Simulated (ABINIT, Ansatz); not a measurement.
# CsH (F-43m): third-order response, part 3 of 3

Aim: Raman and infrared lines of CsH (F-43m).

ABINIT 10.8.3; DFT LDA, scalar-relativistic, plane waves, PseudoDojo norm-conserving pseudopotentials.

So far. Step 5 (Zone-centre response): The acoustic modes at Γ come out as far as 0.1 cm⁻¹ from zero, where they should vanish, a small numerical error; the Born charges miss their sum rule by 5.3e-5 e, which is good. Step 6 (Zone-centre analysis): The rule moves no optical mode by more than 0.1 cm⁻¹.

The structure was built from a prototype and need not be the compound's stable phase.

## 8. A second program

The same cell, potentials and cutoff go through another code, on another k mesh. Its k mesh is centred on Γ.

This step: DFT LDA, scalar-relativistic, plane waves, PseudoDojo norm-conserving pseudopotentials (Ansatz 0.2.0).

File input.yaml:

```yaml
crystal:
  lattice:
    - [0.0, 3.3427421105, 3.3427421105]
    - [3.3427421105, 0.0, 3.3427421105]
    - [3.3427421105, 3.3427421105, 0.0]
  atoms:
    - { symbol: Cs, position: [0.0, 0.0, 0.0] }
    - { symbol: H, position: [0.25, 0.25, 0.25] }
kpoints:
  mp_grid: { grid: [6, 6, 6] }
hamiltonian:
  xc: lda
  pseudopotentials: { kind: nc, accuracy: standard }
scf:
  occupations: { method: fixed }
output:
  eigenvalues: true
basis:
  ecutwfc: 843.553
phonons:
  method: dfpt
  dielectric: true
  rigid_motions: translations
  raman: true
```

On the command line:

```console
$ ansatz run input.yaml --threads 4 --pin off --max-ram 8192MiB --backend cpu --events-out ev --progress --plain --runs-dir out
```

The program printed:

```text
Warning: basis.ecutwfc = 843.553 eV is below the records' recommended 1006.821291 eV, and the density's cutoff is lower with it unless basis.ecutrho_ratio is high enough to keep the records' density cutoff: compare with a run at a higher cutoff
Engine: ansatz 0.2.0, aarch64-unknown-linux-gnu
Pseudopotentials: kind: nc
Pseudopotential: Cs, nc, valence charge 9, recommended cutoff 653.07327 eV (normal), Cs.nc.azcp (PseudoDojo's, or run here from an input of PseudoDojo's; its table is named by hamiltonian.pseudopotentials.accuracy)
Pseudopotential: H, nc, valence charge 1, recommended cutoff 1006.821291 eV (normal), H.nc.azcp (PseudoDojo's, or run here from an input of PseudoDojo's; its table is named by hamiltonian.pseudopotentials.accuracy)
Functional definition: SPW92
  exchange = slater_x
  correlation = pw_c
Crystal: 2 atoms, lattice volume = 74.703 Å³
Basis set: ecut = 843.553 eV, 4111 PW (Γ), exchange–correlation on 90×90×90 points (8 copies of the dense FFT grid, shifted against one another)
Bands: 9, of which v1, the nominal top of the filled ones, is band 5 counted from 1 (4 counted from 0)
Symmetry: 24 space group operations
k-points: 46 of 216 (irreducible under 4 space group operations, time reversal used)
Non-local potential: Cs, projectors of the file, l = 0: 2, l = 1: 2, l = 2: 2, l = 3: 2
Non-local potential: H, projectors of the file, l = 0: 2, l = 1: 1
Initial density: superposition of atomic densities (chi_scale 0.1, normalization cell, long waves kept (reshape's long-wave potential 0.00 eV rms))
Initial wavefunctions: pseudopotential atomic-orbital guess
Functional: x = slater, c = lda
SCF iter   1: F=—  HF=-654.303060 eV  |F-HF|=—  |Δ(HF+E_count)|=         —  Δρ=3.75e-2  dr2=1.85e0  ethr=3.10e-3  ⟨swp⟩=5.0  Hψ=2755  notcnv=0  defer=77
preconditioner: auto → none  [insulator: Δε(μ)=3.961 eV  Ē_g=11.048 eV  n_scr=14 (ndim 8)  ℏωp=12.2 eV  f_vac=0.000  ε∞_Penn≈2.2]
SCF iter   2: F=—  HF=-653.625569 eV  |F-HF|=—  |Δ(HF+E_count)|=   6.77e-1  Δρ=5.91e-3  dr2=5.14e-2  ethr=3.10e-3  ⟨swp⟩=2.5  Hψ=984  notcnv=0  defer=82
SCF iter   3: F=—  HF=-653.624957 eV  |F-HF|=—  |Δ(HF+E_count)|=   6.13e-4  Δρ=3.13e-3  dr2=6.01e-3  ethr=5.14e-4  ⟨swp⟩=1.9  Hψ=826  notcnv=0  defer=82
SCF iter   4: F=—  HF=-653.627382 eV  |F-HF|=—  |Δ(HF+E_count)|=   2.43e-3  Δρ=4.93e-4  dr2=2.51e-4  ethr=6.01e-5  ⟨swp⟩=2.6  Hψ=628  notcnv=0  defer=82
SCF iter   5: F=—  HF=-653.627337 eV  |F-HF|=—  |Δ(HF+E_count)|=   4.57e-5  Δρ=9.35e-5  dr2=4.64e-6  ethr=2.51e-6  ⟨swp⟩=2.0  Hψ=707  notcnv=0  defer=85
SCF iter   6: F=—  HF=-653.627334 eV  |F-HF|=—  |Δ(HF+E_count)|=   2.36e-6  Δρ=1.33e-5  dr2=1.88e-7  ethr=4.64e-8  ⟨swp⟩=2.4  Hψ=651  notcnv=0  defer=82
SCF iter   7: F=—  HF=-653.627317 eV  |F-HF|=—  |Δ(HF+E_count)|=   1.67e-5  Δρ=3.17e-6  dr2=6.14e-9  ethr=1.88e-9  ⟨swp⟩=2.5  Hψ=547  notcnv=0  defer=81
SCF iter   8: F=—  HF=-653.627317 eV  |F-HF|=—  |Δ(HF+E_count)|=   1.93e-9  Δρ=4.67e-7  dr2=1.21e-10  ethr=6.14e-11  ⟨swp⟩=2.0  Hψ=620  notcnv=0  defer=81
SCF iter   9: F=-653.627317 eV  HF=-653.627317 eV  |F-HF|=2.50e-12  |Δ(HF+E_count)|=  1.92e-11  Δρ=6.75e-8  dr2=3.96e-12  ethr=1.00e-12  ⟨swp⟩=13.5  Hψ=4591  notcnv=0
SCF 1 converged in 9 iterations: F = -653.627317 eV  dr2 = 3.96e-12
NSCF: frozen V_eff on 2 k-points
DFPT response loops at Γ: preconditioner auto → none (the input reference at scf.mixing.eps_inf says where Resta's filter doesn't serve); β = 0.50; Broyden in place of MSR1
── the response to a field inside a basis, on 6×6×6 k-points: an SCF that follows is theirs, and a resumed run solves both again ──
Bands: 6, of which v1, the nominal top of the filled ones, is band 5 counted from 1 (4 counted from 0)
k-points: 28 of 216 (irreducible under 6 space group operations, time reversal used)
Initial density: handed on by an earlier stage of this run
Initial wavefunctions: pseudopotential atomic-orbital guess (no wavefunctions were taken with the density)
Eigensolver: Dense (28 Hₖ)
SCF iter   1: F=—  HF=-653.627021 eV  |F-HF|=—  |Δ(HF+E_count)|=         —  Δρ=1.17e-4  dr2=1.42e-6  ethr=1.00e-1
preconditioner: auto → none  [insulator: Δε(μ)=2.530 eV  Ē_g=9.124 eV  n_scr=14 (ndim 8)  ℏωp=12.2 eV  f_vac=0.116  ε∞_Penn≈2.8]
SCF iter   2: F=—  HF=-653.627022 eV  |F-HF|=—  |Δ(HF+E_count)|=   9.84e-7  Δρ=5.74e-5  dr2=3.28e-7  ethr=1.42e-8
SCF iter   3: F=—  HF=-653.627023 eV  |F-HF|=—  |Δ(HF+E_count)|=   3.59e-7  Δρ=4.39e-6  dr2=7.46e-9  ethr=3.28e-9
SCF iter   4: F=-653.627023 eV  HF=-653.627023 eV  |F-HF|=5.57e-12  |Δ(HF+E_count)|=   1.32e-9  Δρ=2.53e-7  dr2=2.40e-11  ethr=7.46e-11
SCF 1 converged in 4 iterations: F = -653.627023 eV  dr2 = 2.40e-11
DFPT response loops at Γ: mixed as the last ones told, above
DFPT response loops at Γ: mixed as the last ones told, above
SCF converged after 9 iterations
Free energy (F): -653.627317 eV
Harris-Foulkes:  -653.627317 eV  (|F-HF|=2.50e-12)
Internal energy: -653.627317 eV  (E = F + TS)
E sigma→0 (E₀):  -653.627317 eV
Fermi energy:    1.986346 eV
--- Per-component energies (eV) ---
  E_band       = -69.976810
  E_kinetic    = 154.688912
  E_local      = -387.783549  (includes V_loc(G=0)·N_el)
  E_nonlocal   = 89.977978
  E_hartree    = 105.818661
  E_xc         = -195.901394
  E_vxc        = -138.497478  (∫ρ·V_xc dr)
  E_ewald      = -420.427927
  E_smearing   = -0.000000  (= −TS)
  E_closure    = -0.000000  (closes the sum)
  Σ components = -653.627317   (vs F -653.627317, Δ=0.00e0)
--- Band table (eV; the first three rows and the last of 46) ---
  k-point 0: bands = ["-19.0937", "-5.6173", "-5.6173", "-5.6173", "0.6427", "6.0992", "6.9925", "6.9925", "6.9925"]
  k-point 1: bands = ["-19.0820", "-5.7909", "-5.6358", "-5.6358", "0.9567", "5.3360", "7.1595", "7.1595", "8.1243"]
  k-point 2: bands = ["-19.0584", "-6.1025", "-5.6723", "-5.6723", "1.4444", "5.2024", "7.0572", "7.0572", "8.4227"]
  k-point 45: bands = ["-19.0349", "-6.1143", "-5.9390", "-5.7739", "1.9331", "5.3970", "5.8305", "7.4840", "8.9699"]
--- Phonons (Γ-DFPT): 2 representative perturbations + reference, on 46 of 216 k-points (Σ response iterations 7) ---
  k mesh reduced under 4 symmetry operations, with k and −k counted as one. Each operation leaves every solved perturbation unchanged. A smaller set is not considered because the run solves the response to a homogeneous field
  ASR residual: 2.680e-5 → 0.000e0 eV/Å²; symmetrization residual: 1.894e-7 eV/Å²
  ASR residual per site (eV/Å²): 2.68e-5 2.13e-5
  Γ frequencies (cm⁻¹): 0.00 0.00 0.00 541.50 541.50 541.50
  ε∞ (high-frequency dielectric tensor):
        2.871300     0.000000    -0.000000
        0.000000     2.871300    -0.000000
       -0.000000    -0.000000     2.871300
  ε⁰ (static dielectric tensor: ions relaxed, cell fixed):
        5.068060     0.000000    -0.000000
        0.000000     5.068060    -0.000000
       -0.000000    -0.000000     5.068060
  ε⁰ − ε∞ (ionic part):
        2.196760     0.000000     0.000000
        0.000000     2.196760     0.000000
        0.000000     0.000000     2.196760
  softest optical mode at Γ: 541.50 cm⁻¹; the repairs (sum rule, projections) moved no ω² at Γ by more than (2.46 cm⁻¹)²
  Born effective charges Z* (e; rows j = field, columns β = displacement):
    site 0:
         0.98909   -0.00000    0.00000
         0.00000    0.98909    0.00000
        -0.00000   -0.00000    0.98909
    site 1:
        -0.98909    0.00000   -0.00000
        -0.00000   -0.98909   -0.00000
         0.00000    0.00000   -0.98909
  Z* charge neutrality: 1.597e-4 e pre-enforcement
  solved inside a basis spanned on kpoints, on 6×6×6 k-points: ε∞ is read to err by 5.8e-3, Z* by 9.5e-3 e (field_mesh: kpoints solves on kpoints); Z* is corrected for what the basis lacks
  Raman tensors (in the event stream and the table raman_tensors.tsv): an entry may err by 1.9e-3 Å², one of the second-order susceptibility by 3.0e-2 pm/V (basis, points and sum rule); their sum over the sites missed zero by 3.110e-5 Å² ahead of its enforcement
  optical modes at Γ without the LO–TO term, one row a degenerate level:
      ω (cm⁻¹)  modes    IR ((D/Å)²/amu)  static Raman (Å⁴/amu)  depolarisation
        541.50      3            67.6827               623.6743           0.750
  optical modes at Γ + LO–TO along q̂ = [1.0000, 0.0000, 0.0000]:
      ω (cm⁻¹)  modes    IR ((D/Å)²/amu)  static Raman (Å⁴/amu)  depolarisation
        541.50      2            45.1218               415.7828           0.750
        719.41      1            22.5609                68.8953           0.750
  optical modes at Γ + LO–TO along q̂ = [0.0000, 1.0000, 0.0000]:
      ω (cm⁻¹)  modes    IR ((D/Å)²/amu)  static Raman (Å⁴/amu)  depolarisation
        541.50      2            45.1218               415.7828           0.750
        719.41      1            22.5609                68.8953           0.750
  optical modes at Γ + LO–TO along q̂ = [0.0000, 0.0000, 1.0000]:
      ω (cm⁻¹)  modes    IR ((D/Å)²/amu)  static Raman (Å⁴/amu)  depolarisation
        541.50      2            45.1218               415.7828           0.750
        719.41      1            22.5609                68.8953           0.750
```

The job ended after 53 s (4 threads of Arm Neoverse V2, shared host; peak memory 0.99 GiB).

Numbers from this step:

| Quantity | Value |
| --- | --- |
| sum-rule residual before enforcement | 2.68e-5 eV/Å² |
| miss of the charge sum rule | 1.60e-4 e |
| estimated error of the dielectric tensor | 0.005750 |
| estimated error of the Born charges | 0.009481 e |

Transverse modes. Infrared lines, with heights relative to the strongest:

```csv
position (cm⁻¹),label,"IR intensity ((D/Å)²/amu), degenerate modes summed, relative"
542,T2,100
```

Activity x (w_L - w)^4 (n + 1)/w, 532 nm, 300 K. Raman lines, with heights relative to the strongest:

```csv
position (cm⁻¹),label,"Stokes intensity, strongest 100"
542,T2,100
```

## 9. Side by side: ABINIT PseudoDojo and Ansatz, PseudoDojo

Worked out from the results:

```
root-mean-square difference : 0.03 cm⁻¹
largest difference          : 0.03 cm⁻¹
```

Frequencies side by side, by row:

```csv
q (reciprocal lattice),mode,ABINIT PseudoDojo (cm⁻¹),"Ansatz, PseudoDojo (cm⁻¹)"
0 0 0,1,0,0
0 0 0,2,0,0
0 0 0,3,0,0
0 0 0,4,541.5,541.5
0 0 0,5,541.5,541.5
0 0 0,6,541.5,541.5
```

The two runs side by side. Further quantities:

```csv
quantity,ABINIT PseudoDojo,"Ansatz, PseudoDojo"
mean ε∞,2.871,2.871
"largest Born charge in size (e; the first before, the second after the charge sum rule)",0.989,0.989
summed IR intensity ((D/Å)²/amu),67.68,67.68
summed Raman activity (Å⁴/amu),545.7,623.7
```

At the zone centre the largest difference (acoustic modes at Γ apart) is 0.006 % of the highest mode; the summed Raman activity differs by 13 %.

## 10. Results

* space group after relaxation: F-43m
* volume per atom: 37.4 Å³
* highest optical zone-centre mode (no LO-TO term): 541.5 cm⁻¹
* highest mode moved by the LO-TO term: 719.4 cm⁻¹
* mean high-frequency dielectric constant: 2.87
* largest Born charge in size (third of the trace): 0.989 e
* mean static dielectric constant: 5.07
* imaginary optical modes at the zone centre (no q mesh in this session): none
* largest difference from Ansatz, PseudoDojo: 0.03 cm⁻¹

**Reading.** The largest Raman activity of CsH (F-43m) lies at 542 cm⁻¹ and the strongest infrared line at 542 cm⁻¹ (transverse modes). At the LDA level the optical modes of CsH (F-43m) at the zone centre (no LO-TO term) lie at 542 cm⁻¹. Along the directions run, the highest mode that the macroscopic field moves lies at 719 cm⁻¹. Lattice motion raises the mean dielectric constant from 2.871 to 5.068. The Raman intensities rest on static tensors of the transverse modes; green light lies near or above this gap, where resonance changes them. The Lyddane-Sachs-Teller relation holds: (ωLO/ωTO)² is 1.76 and ε₀/ε∞ is 1.76. ABINIT PseudoDojo and Ansatz, PseudoDojo agree to 0.03 cm⁻¹ (0.006 % of the highest mode compared) on all solved modes but the acoustic ones at Γ, without the LO-TO term. These are harmonic frequencies at zero temperature: anharmonic shifts and linewidths and thermal expansion are left out. Spin-orbit coupling is left out, which can matter for the heavy elements here. Ansatz warns that the cutoff lies 16 % under the one recommended for these files; agreement at one cutoff is not convergence. The structure is a hypothetical one, built on a prototype.

[Host names and launcher messages were left out of these logs when they were recorded.]

[Logs are printed without paths, hosts, clocks, repeated set-up lines and the standing remarks that a program may print on its own settings, such as how far it seeks lower states.]

[Hosts, paths, dates, database ids (printed as entryN), source tags and the programs' standing remarks are cut or masked in the printed files.]
